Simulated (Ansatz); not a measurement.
## W wire of staggered 6-rings about a central row: bands by functional and under strain

What gap, if any, does the W wire of staggered 6-rings about a central row have, and how does it change with the functional and under strain?

Method: DFT PBE, plane waves, PAW; relaxation of a wire's period, in the first sound run; inputs show where later runs differ, in Ansatz 0.2.0.

## 1. Set-up

The cell holds 14 atoms: 14 W. Cell: a = 12.291 Å, b = 12.291 Å, c = 4.722 Å, α = 90.0°, β = 90.0°, γ = 90.0°. Vacuum lies along a and b. The structure's axis is c.

## 2. Relaxing the period

Band widths follow the bond lengths, so the wire is relaxed first. The atoms and the third cell vector are free; the box across stays fixed as vacuum. Moments are seeded so that a magnetic state can form if it lies lower. A Fermi-Dirac smearing is set since the result may be a metal. The pressure printed is a third of the stress's trace over the whole box, vacuum included; only the stress along the axis is relaxed.

Contents of input.yaml:

```yaml
crystal:
  lattice:
    - [12.291, 0.0, 0.0]
    - [0.0, 12.291, 0.0]
    - [0.0, 0.0, 4.7219169116]
  atoms:
    - { symbol: W, position: [0.276625173, 0.499983771, 0.0], spin: 1.6 }
    - { symbol: W, position: [0.388304472, 0.693417991, 0.0], spin: 1.6 }
    - { symbol: W, position: [0.388304472, 0.306549551, 0.0], spin: 1.6 }
    - { symbol: W, position: [0.61166307, 0.693417991, 0.0], spin: 1.6 }
    - { symbol: W, position: [0.61166307, 0.306549551, 0.0], spin: 1.6 }
    - { symbol: W, position: [0.723342369, 0.499983771, 0.0], spin: 1.6 }
    - { symbol: W, position: [0.499983771, 0.499983771, 0.25], spin: 1.6 }
    - { symbol: W, position: [0.306549551, 0.61166307, 0.5], spin: 1.6 }
    - { symbol: W, position: [0.306549551, 0.388304472, 0.5], spin: 1.6 }
    - { symbol: W, position: [0.499983771, 0.723342369, 0.5], spin: 1.6 }
    - { symbol: W, position: [0.499983771, 0.276625173, 0.5], spin: 1.6 }
    - { symbol: W, position: [0.693417991, 0.61166307, 0.5], spin: 1.6 }
    - { symbol: W, position: [0.693417991, 0.388304472, 0.5], spin: 1.6 }
    - { symbol: W, position: [0.499983771, 0.499983771, 0.75], spin: 1.6 }
magnetization:
  spin_polarized: true
kpoints:
  mp_grid: { grid: [1, 1, 17] }
scf:
  occupations: { method: fermi_dirac, width: 0.05 }
hamiltonian:
  xc: pbe
relax:
  cell: { fix: [a, b, alpha, beta, gamma] }
  max_steps: 60
```

On the command line:

```sh
$ ansatz run input.yaml --threads 4 --pin off --max-ram 16384MiB --backend cpu --events-out ev --progress --plain --runs-dir out
```

Numbers of over 12 decimals in the logs are rounded to 6 here.

Log:

```text
Engine: ansatz 0.2.0, x86_64-unknown-linux-gnu
Pseudopotentials: kind: paw
Pseudopotential: W, paw, valence charge 14, recommended cutoff 420 eV (normal), W.paw.azcp
Functional definition: PBE
  parameter kappa = 0.804
  parameter beta = 0.066725
  exchange = pbe_x(kappa = kappa, mu = beta*pi^2/3)
  correlation = pbe_c(beta = beta)
Crystal: 14 atoms, lattice volume = 713.334 Å³
Basis set: ecut = 420 eV, 13879 PW (Γ), exchange–correlation on 180×180×64 points (8 copies of the dense FFT grid, shifted against one another)
Bands: 132, of which v1, the nominal top of the filled ones, is band 98 counted from 1 (97 counted from 0)
Symmetry: 16 space group operations
Space group: P42/mmc (ITA 131), of the structure as read, at distance tolerance 8.9e-5 Å
Magnetic group: BNS 131.435 (UNI 1095), of the structure as read, at distance tolerance 8.9e-5 Å
k-points: 9 of 17
Non-local potential: W, projectors of the file, l = 0: 3, l = 1: 2, l = 2: 2, l = 3: 1
PAW form: soft (Blöchl's): semilocal exchange-correlation on the pseudo side does not see the compensation charge
PAW one-centre angular grid: W, 590 points (default); XC on 64 Gauss nodes
Initial density: superposition of atomic densities (neutral atoms: chi_scale 0, normalization atom)
Starting moments: Σ|m| = 22.4 μB on 14 of 14 sites
Initial wavefunctions: pseudopotential atomic-orbital guess
Functional: x = pbe(κ = 0.804, μ = 0.219515), c = pbe(β = 0.066725)
SCF iter   1: F=—  HF=-145361.771396 eV  |F-HF|=—  |Δ(HF+E_count)|=         —  Δρ=2.78e-2 (↑2.78e-2 ↓2.70e-2)  dr2=5.41e1  dr2_m=1.98e0  M=11.751 μB ∫|m|=11.751 μB  β_m=0.30  ethr=3.10e-3  ⟨swp⟩=9.1  Hψ=10720  notcnv=0
Mixer restart at iter 1: flushing history
preconditioner: auto → LDOS  [metal: Δε(μ)=0.021 eV  Ē_g=5.285 eV  σ=0.050 eV  W_gap=0.11  n_scr=134 (ndim 8)  ℏωp=12.7 eV  f_vac=0.513  D(μ)=19.29/eV (n_scr^D=134)]
spin=Collinear: LDOS preconditioning applied to the charge; magnetization (m = ρ↑ − ρ↓) channel mixes plain (no charge-response kernel on spin).
SCF iter   2: F=—  HF=-145356.878662 eV  |F-HF|=—  |Δ(HF+E_count)|=    4.89e0  Δρ=1.98e-2 (↑1.98e-2 ↓1.87e-2)  dr2=1.40e1  dr2_m=1.35e0  M=10.276 μB ∫|m|=10.276 μB  β_m=0.48  ethr=3.10e-3  ⟨swp⟩=3.7  Hψ=5193  notcnv=0  defer=225
SCF iter   3: F=—  HF=-145358.297009 eV  |F-HF|=—  |Δ(HF+E_count)|=    1.42e0  Δρ=1.03e-2 (↑1.03e-2 ↓8.75e-3)  dr2=3.40e-1  dr2_m=4.79e-1  M=6.833 μB ∫|m|=6.841 μB  β_m=0.67  ethr=3.10e-3  ⟨swp⟩=3.7  Hψ=4574  notcnv=0  defer=225
SCF iter   4: F=—  HF=-145360.159127 eV  |F-HF|=—  |Δ(HF+E_count)|=    1.86e0  Δρ=4.09e-3 (↑3.53e-3 ↓4.09e-3)  dr2=4.79e-2  dr2_m=8.90e-2  M=3.912 μB ∫|m|=3.932 μB  β_m=0.79  ethr=1.73e-4  ⟨swp⟩=4.6  Hψ=5328  notcnv=0  defer=174
SCF iter   5: F=—  HF=-145360.564019 eV  |F-HF|=—  |Δ(HF+E_count)|=         —  Δρ=2.17e-3 (↑1.94e-3 ↓2.17e-3)  dr2=1.58e-2  dr2_m=2.58e-2  M=1.517 μB ∫|m|=1.606 μB  β_m=0.79  ethr=2.44e-5  ⟨swp⟩=3.0  Hψ=4960  notcnv=0  defer=174
SCF iter   6: F=—  HF=-145360.578118 eV  |F-HF|=—  |Δ(HF+E_count)|=   1.41e-2  Δρ=6.73e-4 (↑5.79e-4 ↓6.73e-4)  dr2=2.87e-3  dr2_m=1.80e-3  M=0.934 μB ∫|m|=1.018 μB  β_m=0.89  ethr=8.05e-6  ⟨swp⟩=2.8  Hψ=4150  notcnv=0  defer=174
SCF iter   7: F=—  HF=-145360.587538 eV  |F-HF|=—  |Δ(HF+E_count)|=   9.42e-3  Δρ=4.32e-4 (↑4.14e-4 ↓4.32e-4)  dr2=2.18e-4  dr2_m=1.13e-3  M=0.630 μB ∫|m|=0.685 μB  β_m=0.95  ethr=1.46e-6  ⟨swp⟩=3.3  Hψ=4603  notcnv=0  defer=174
SCF iter   8: F=—  HF=-145360.591513 eV  |F-HF|=—  |Δ(HF+E_count)|=   3.97e-3  Δρ=1.80e-4 (↑1.57e-4 ↓1.80e-4)  dr2=1.74e-4  dr2_m=1.64e-4  M=0.290 μB ∫|m|=0.324 μB  β_m=0.97  ethr=1.11e-7  ⟨swp⟩=3.2  Hψ=5000  notcnv=0  defer=174
SCF iter   9: F=—  HF=-145360.592710 eV  |F-HF|=—  |Δ(HF+E_count)|=   1.20e-3  Δρ=8.86e-5 (↑8.81e-5 ↓8.86e-5)  dr2=4.80e-5  dr2_m=4.49e-5  M=0.029 μB ∫|m|=0.043 μB  β_m=0.96  ethr=8.87e-8  ⟨swp⟩=3.2  Hψ=4844  notcnv=0  defer=174
SCF iter  10: F=—  HF=-145360.592699 eV  |F-HF|=—  |Δ(HF+E_count)|=   1.10e-5  Δρ=2.72e-5 (↑2.72e-5 ↓2.33e-5)  dr2=1.42e-5  dr2_m=2.67e-6  M=0.009 μB ∫|m|=0.015 μB  β_m=0.89  ethr=2.45e-8  ⟨swp⟩=2.9  Hψ=4206  notcnv=0  defer=174
SCF iter  11: F=—  HF=-145360.592701 eV  |F-HF|=—  |Δ(HF+E_count)|=   1.11e-6  Δρ=1.54e-5 (↑1.38e-5 ↓1.54e-5)  dr2=1.10e-6  dr2_m=1.27e-6  M=0.006 μB ∫|m|=0.007 μB  β_m=0.91  ethr=7.24e-9  ⟨swp⟩=2.9  Hψ=4622  notcnv=0  defer=174
SCF iter  12: F=—  HF=-145360.592701 eV  |F-HF|=—  |Δ(HF+E_count)|=   3.57e-7  Δρ=3.29e-6 (↑3.29e-6 ↓3.24e-6)  dr2=1.49e-7  dr2_m=6.06e-8  M=0.001 μB ∫|m|=0.003 μB  β_m=0.95  ethr=5.59e-10  ⟨swp⟩=2.5  Hψ=4116  notcnv=0  defer=174
SCF iter  13: F=—  HF=-145360.592701 eV  |F-HF|=—  |Δ(HF+E_count)|=   1.24e-7  Δρ=1.39e-6 (↑1.32e-6 ↓1.39e-6)  dr2=1.23e-8  dr2_m=1.07e-8  M=-0.000 μB ∫|m|=0.001 μB  β_m=0.98  ethr=7.62e-11  ⟨swp⟩=2.9  Hψ=4252  notcnv=0  defer=174
SCF iter  14: F=—  HF=-145360.592701 eV  |F-HF|=—  |Δ(HF+E_count)|=   1.95e-8  Δρ=6.16e-7 (↑6.12e-7 ↓6.16e-7)  dr2=1.10e-9  dr2_m=2.34e-9  M=-0.000 μB ∫|m|=0.001 μB  β_m=0.99  ethr=6.27e-12  ⟨swp⟩=3.1  Hψ=4725  notcnv=0  defer=174
SCF iter  15: F=—  HF=-145360.592701 eV  |F-HF|=—  |Δ(HF+E_count)|=   6.11e-9  Δρ=1.61e-7 (↑1.51e-7 ↓1.61e-7)  dr2=9.82e-10  dr2_m=9.46e-11  M=0.000 μB ∫|m|=0.000 μB  β_m=0.91  ethr=1.00e-12  ⟨swp⟩=3.2  Hψ=5128  notcnv=0  defer=174
SCF iter  16: F=-145360.592701 eV  HF=-145360.592701 eV  |F-HF|=2.33e-10  |Δ(HF+E_count)|=  1.75e-10  Δρ=4.48e-8 (↑4.25e-8 ↓4.48e-8)  dr2=1.03e-10  dr2_m=8.13e-12  M=-0.000 μB ∫|m|=0.000 μB  ethr=1.00e-12  ⟨swp⟩=1.0  Hψ=5663  notcnv=0
WARN: the starting moments were not kept: the SCF closed with an absolute magnetisation of 3.7e-5 μB, where they sum to 22.4 μB in size (14 sites). That is at most 0.1 of that sum. Measured as dr2_m measures the in/out step, that magnetisation stands 2.0e-11 eV from none, at or under the dr2_threshold of 1.0e-7 eV: it is no larger than a step whose dr2_m would equal this threshold. The system may hold no moment; this [...]
SCF 1 converged in 16 iterations: F = -145360.592701 eV  dr2 = 1.03e-10
  greatest PAW one-centre occupation: 1.000 electrons in one spin orbital (limit 2), on the W atom at site 12 (counted from 0), in its partial waves of l = 0
relax step   1: F+E_penalty+E_count = -145360.59270110 eV  Δ(F+E_penalty+E_count) = +0.000e0 eV  max|allowed force component| = 1.302e0 eV/Å  Δτ_max = 0.0000 Å  P = -3.854 GPa  Ω = 713.334 Å³  fix = [a, b, alpha, beta, gamma]  reactions: a -4.932, b -4.932 GPa  (16 SCF iters, dr2 threshold 1.00e-7 eV, accepted)
Crystal: 14 atoms, lattice volume = 710.052 Å³
[...]
Initial wavefunctions: pseudopotential atomic-orbital guess (no wavefunctions were taken with the density)
iter 1 solved again at ethr=1.68e-7 eV; its pass at ethr=3.10e-3 eV (dr2=3.29e-4 eV) is discarded
SCF iter   1: F=—  HF=-145361.686568 eV  |F-HF|=—  |Δ(HF+E_count)|=         —  Δρ=8.08e-5 (↑8.08e-5 ↓8.08e-5)  dr2=2.37e-5  dr2_m=1.73e-10  M=-0.000 μB ∫|m|=0.000 μB  β_m=0.65  ethr=1.68e-7  ⟨swp⟩=5.2  Hψ=19156  notcnv=0
preconditioner: auto → LDOS  [metal: Δε(μ)=0.012 eV  Ē_g=4.682 eV  σ=0.050 eV  W_gap=0.06  n_scr=62 (ndim 8)  ℏωp=12.4 eV  f_vac=0.552  D(μ)=16.18/eV (n_scr^D=94)]
spin=Collinear: LDOS preconditioning applied to the charge; magnetization (m = ρ↑ − ρ↓) channel mixes plain (no charge-response kernel on spin).
SCF iter   2: F=—  HF=-145361.692556 eV  |F-HF|=—  |Δ(HF+E_count)|=   5.99e-3  Δρ=2.82e-5 (↑2.82e-5 ↓2.82e-5)  dr2=2.84e-6  dr2_m=9.48e-11  M=-0.000 μB ∫|m|=0.000 μB  β_m=0.51  ethr=1.21e-8  ⟨swp⟩=4.7  Hψ=4922  notcnv=0
SCF iter   3: F=—  HF=-145361.693404 eV  |F-HF|=—  |Δ(HF+E_count)|=   8.48e-4  Δρ=1.41e-5 (↑1.41e-5 ↓1.41e-5)  dr2=1.08e-6  dr2_m=6.09e-11  M=-0.000 μB ∫|m|=0.000 μB  β_m=0.76  ethr=1.45e-9  ⟨swp⟩=4.2  Hψ=4466  notcnv=0
SCF iter   4: F=—  HF=-145361.693749 eV  |F-HF|=—  |Δ(HF+E_count)|=   3.46e-4  Δρ=1.15e-6 (↑1.15e-6 ↓1.14e-6)  dr2=1.09e-7  dr2_m=1.75e-11  M=-0.000 μB ∫|m|=0.000 μB  β_m=0.73  ethr=5.52e-10  ⟨swp⟩=4.0  Hψ=4246  notcnv=0
SCF iter   5: F=—  HF=-145361.693750 eV  |F-HF|=—  |Δ(HF+E_count)|=   7.21e-7  Δρ=3.28e-7 (↑3.28e-7 ↓3.27e-7)  dr2=7.24e-9  dr2_m=8.20e-12  M=-0.000 μB ∫|m|=0.000 μB  β_m=0.71  ethr=5.55e-11  ⟨swp⟩=3.2  Hψ=4118  notcnv=0
SCF iter   6: F=—  HF=-145361.693734 eV  |F-HF|=—  |Δ(HF+E_count)|=   1.57e-5  Δρ=2.20e-7 (↑2.20e-7 ↓2.20e-7)  dr2=2.31e-9  dr2_m=4.81e-12  M=-0.000 μB ∫|m|=0.000 μB  β_m=0.77  ethr=3.69e-12  ⟨swp⟩=5.8  Hψ=6026  notcnv=0
SCF iter   7: F=—  HF=-145361.693734 eV  |F-HF|=—  |Δ(HF+E_count)|=   3.93e-8  Δρ=1.04e-7 (↑1.04e-7 ↓1.04e-7)  dr2=6.62e-10  dr2_m=2.68e-12  M=-0.000 μB ∫|m|=0.000 μB  β_m=0.89  ethr=1.18e-12  ⟨swp⟩=3.4  Hψ=3745  notcnv=0
SCF iter   8: F=-145361.693734 eV  HF=-145361.693734 eV  |F-HF|=4.66e-10  |Δ(HF+E_count)|=   1.07e-8  Δρ=2.94e-8 (↑2.65e-8 ↓2.94e-8)  dr2=6.85e-11  dr2_m=3.96e-13  M=-0.000 μB ∫|m|=0.000 μB  ethr=1.00e-12  ⟨swp⟩=3.6  Hψ=8399  notcnv=0
the starting moments were not kept: the SCF closed with an absolute magnetisation of 1.1e-5 μB, where they sum to 22.4 μB in size (14 sites). That is at most 0.1 of that sum. Measured as dr2_m measures the in/out step, that magnetisation stands 1.8e-12 eV from none, at or under the dr2_threshold of 1.4e-10 eV: it is no larger than a step whose dr2_m would equal this threshold.
SCF 15 converged in 8 iterations: F = -145361.693734 eV  dr2 = 6.85e-11
relax step  15: F+E_penalty+E_count = -145361.69373446 eV  Δ(F+E_penalty+E_count) = -4.784e-3 eV  max|allowed force component| = 2.560e-3 eV/Å  Δτ_max = 0.0000 Å  P = -0.047 GPa  Ω = 750.962 Å³  fix = [a, b, alpha, beta, gamma]  reactions: a -0.071, b -0.071 GPa  stress off target by 3.02e-4 GPa on what of the cell is left free  SCF on the basis re-selected at this cell (its energy is not comparable with the rows above)  (8 SCF iters)
basis re-selected at this cell: Δ(F+E_penalty+E_count) = -4.784e-3 eV, ΔP = -0.000 GPa vs the last step (what re-selecting the basis moved, of the pressure what is left beyond the Pulay correction that the steps carried, after the strain that the cell walked since its last selection, with what the two solves' SCF thresholds leave and, on support functions, any second-order correction that the steps lacked; it is no measure of the basis error at this ecutwfc). The dense FFT grid was sized anew with the basis: this SCF ran on 90×90×36 points, the steps before it on 90×90×32, so part of this shift can come from that change (see relax.cell in the input reference). [rest of the remark cut]
SCF converged after 8 iterations
Magnetization: -0.0000 μB (98.0000 up, 98.0000 down)
Absolute magnetization: 0.0000 μB (∫|ρ↑−ρ↓|, with the PAW one-centre terms)
Spin contamination: 0.0000 ħ² per cell (⟨S²⟩ above its minimum at these occupations)
Per-site moments (μB) at R_I (Å): [(-7.747533649938078e-7, 1.064140), (3.296962096002407e-7, 1.057920), (3.296962099209037e-7, 1.057920), (3.296962097823156e-7, 1.057920), (3.2969620976740985e-7, 1.057920), (-7.747533650288435e-7, 1.064140), (-9.571784565375209e-8, 1.025268), (3.2969620965764586e-7, 1.057920), (3.296962097252199e-7, 1.057920), (-7.747533650969132e-7, 1.064140), (-7.747533650445327e-7, 1.064140), (3.2969620973318034e-7, 1.057920), (3.2969620957148874e-7, 1.057920), (-9.571784556247573e-8, 1.025268)]
Free energy (F): -145361.693734 eV
Harris-Foulkes:  -145361.693734 eV  (|F-HF|=4.66e-10)
Internal energy: -145361.556742 eV  (E = F + TS)
E sigma→0 (E₀):  -145361.625238 eV
Entropy (-TS):   -0.136993 eV (-9.785 meV/atom)
Fermi energy:    3.869402 eV
--- Per-component energies (eV) ---
  E_band       = -4776.027604
  E_kinetic    = 6271.321909
  E_local      = -80973.885950  (includes V_loc(G=0)·N_el)
  E_nonlocal   = 34.531144
  E_hartree    = 37475.951779
  E_xc         = -3710.579465
  E_vxc        = -3307.794420  (∫ρ·V_xc dr)
  E_paw        = -119878.610898  (= ΣΔE_a)
  E_vpaw       = -1752.101529  (= ΣTr[D̂ρ^β])
  E_aug_tail   = -0.000837  (compensation charges beyond the density's cutoff)
  E_ewald      = 15419.715578
  E_smearing   = -0.136993  (= −TS)
  E_closure    = -0.000000  (closes the sum)
  Σ components = -145361.693734   (vs F -145361.693734, Δ=0.00e0)
--- Forces (eV/Å), atoms counted from 1 ---
  atom   1  W     -0.00178307     0.00000000     0.00000000
  atom   2  W      0.00183924    -0.00255995     0.00000000
  atom   3  W      0.00183924     0.00255995     0.00000000
  atom   4  W     -0.00183924    -0.00255995     0.00000000
  atom   5  W     -0.00183924     0.00255995     0.00000000
  atom   6  W      0.00178307     0.00000000     0.00000000
  atom   7  W      0.00000000     0.00000000    -0.00000000
  atom   8  W      0.00255995    -0.00183924     0.00000000
  atom   9  W      0.00255995     0.00183924     0.00000000
  atom  10  W      0.00000000     0.00178307     0.00000000
  atom  11  W      0.00000000    -0.00178307     0.00000000
  atom  12  W     -0.00255995    -0.00183924     0.00000000
  atom  13  W     -0.00255995     0.00183924     0.00000000
  atom  14  W      0.00000000     0.00000000     0.00000000
  max |Σ_I F_I| component: 2.60e-18 eV/Å
--- Stress (GPa, compression-positive) ---
       -0.070826       0.000000       0.000000
        0.000000      -0.070826       0.000000
        0.000000       0.000000       0.000302
  P = ⅓ Tr σ = -0.0471 GPa (-0.471 kbar)
--- Relaxed structure (14 steps of the walk, 10 accepted, 1 SCFs on fresh bases) ---
  F+E_penalty+E_count = -145361.69373446 eV   max|allowed force component| = 2.560e-3 eV/Å   (the final SCF, on the basis selected at the relaxed cell)
  cell:  # Å, volume = 750.9617 Å³
    - [12.291, 0.0, 0.0]
    - [0.0, 12.291, 0.0]
    - [0.0, 0.0, 4.970995]
  atoms:
    - { symbol: W, position: [0.284097, 0.499983771, 0] }
    - { symbol: W, position: [0.395653, 0.677771, 0] }
    - { symbol: W, position: [0.395653, 0.322197, 0] }
    - { symbol: W, position: [0.604314, 0.677771, 0] }
    - { symbol: W, position: [0.604314, 0.322197, 0] }
    - { symbol: W, position: [0.715870, 0.499983771, 0] }
    - { symbol: W, position: [0.499983771, 0.499983771, 0.250000] }
    - { symbol: W, position: [0.322197, 0.604314, 0.500000] }
    - { symbol: W, position: [0.322197, 0.395653, 0.500000] }
    - { symbol: W, position: [0.499983771, 0.715870, 0.500000] }
    - { symbol: W, position: [0.499983771, 0.284097, 0.500000] }
    - { symbol: W, position: [0.677771, 0.604314, 0.500000] }
    - { symbol: W, position: [0.677771, 0.395653, 0.500000] }
    - { symbol: W, position: [0.499983771, 0.499983771, 0.750000] }
```

It took 12 min on 4 threads of Intel Xeon Platinum 8375C at 2.90GHz (Ice Lake), shared host; peak memory 3 GiB.

Step by step:

```tsv
step	energy less that of the first step (eV)	largest force component (eV/Å)	pressure (GPa)	volume (Å³)
1	0.0000	1.3017	-3.85	713.33
2	0.2579	1.7975	7.11	710.05
3	-0.8744	0.2410	-0.13	717.41
4	-1.0176	0.1232	-0.21	733.70
5	-1.0656	0.0193	0.13	741.67
6	-0.8269	0.5791	0.55	772.14
7	-1.0743	0.0732	-0.03	750.54
8	-1.0786	0.0404	-0.04	748.70
9	-1.0886	0.0534	-0.03	748.31
10	-1.0807	0.1815	-0.04	749.71
11	-1.0952	0.0317	-0.06	750.72
12	-1.0479	0.3339	0.63	747.63
13	-1.0960	0.0195	-0.04	750.62
14	-1.0962	0.0024	-0.05	750.96
15*	-1.1010	0.0026	-0.05	750.96
```

Relaxation steps marked * repeat the geometry before them on a plane-wave basis chosen anew for their cell, so energy and pressure can jump there. Relaxation steps 2, 6, 10, 12 were tried and not accepted.

The run keeps the 16 symmetry operations that it works with, so distortions that break them were not tested.

```tsv
cell as run	before	after	change
c (Å)	4.722	4.971	+5.3 %
```

The atoms that moved most (Å, along periodic axes as changes of fractional coordinates times the final cell, across vacuum about the mean position):

```tsv
atom	dx	dy	dz	length
W3	0.090	0.192	0.000	0.212
W9	0.192	0.090	0.000	0.212
W8	0.192	-0.090	0.000	0.212
W5	-0.090	0.192	0.000	0.212
W13	-0.192	0.090	0.000	0.212
W2	0.090	-0.192	0.000	0.212
W4	-0.090	-0.192	0.000	0.212
W12	-0.192	-0.090	0.000	0.212
```

This step gave:

```
energy at zero smearing    : -145361.6252 eV
cell length along the wire : 4.971 Å
```

The cell's length comes to 4.971 Å with no moment.

[end of part 1 of 3]

[Logs are printed without paths, hosts, clocks, repeated set-up lines and the standing remarks that a program may print on its own settings, such as how far it seeks lower states.]

[Hosts, paths, dates, database ids (printed as entryN), source tags and the programs' standing remarks are cut or masked in the printed files.]
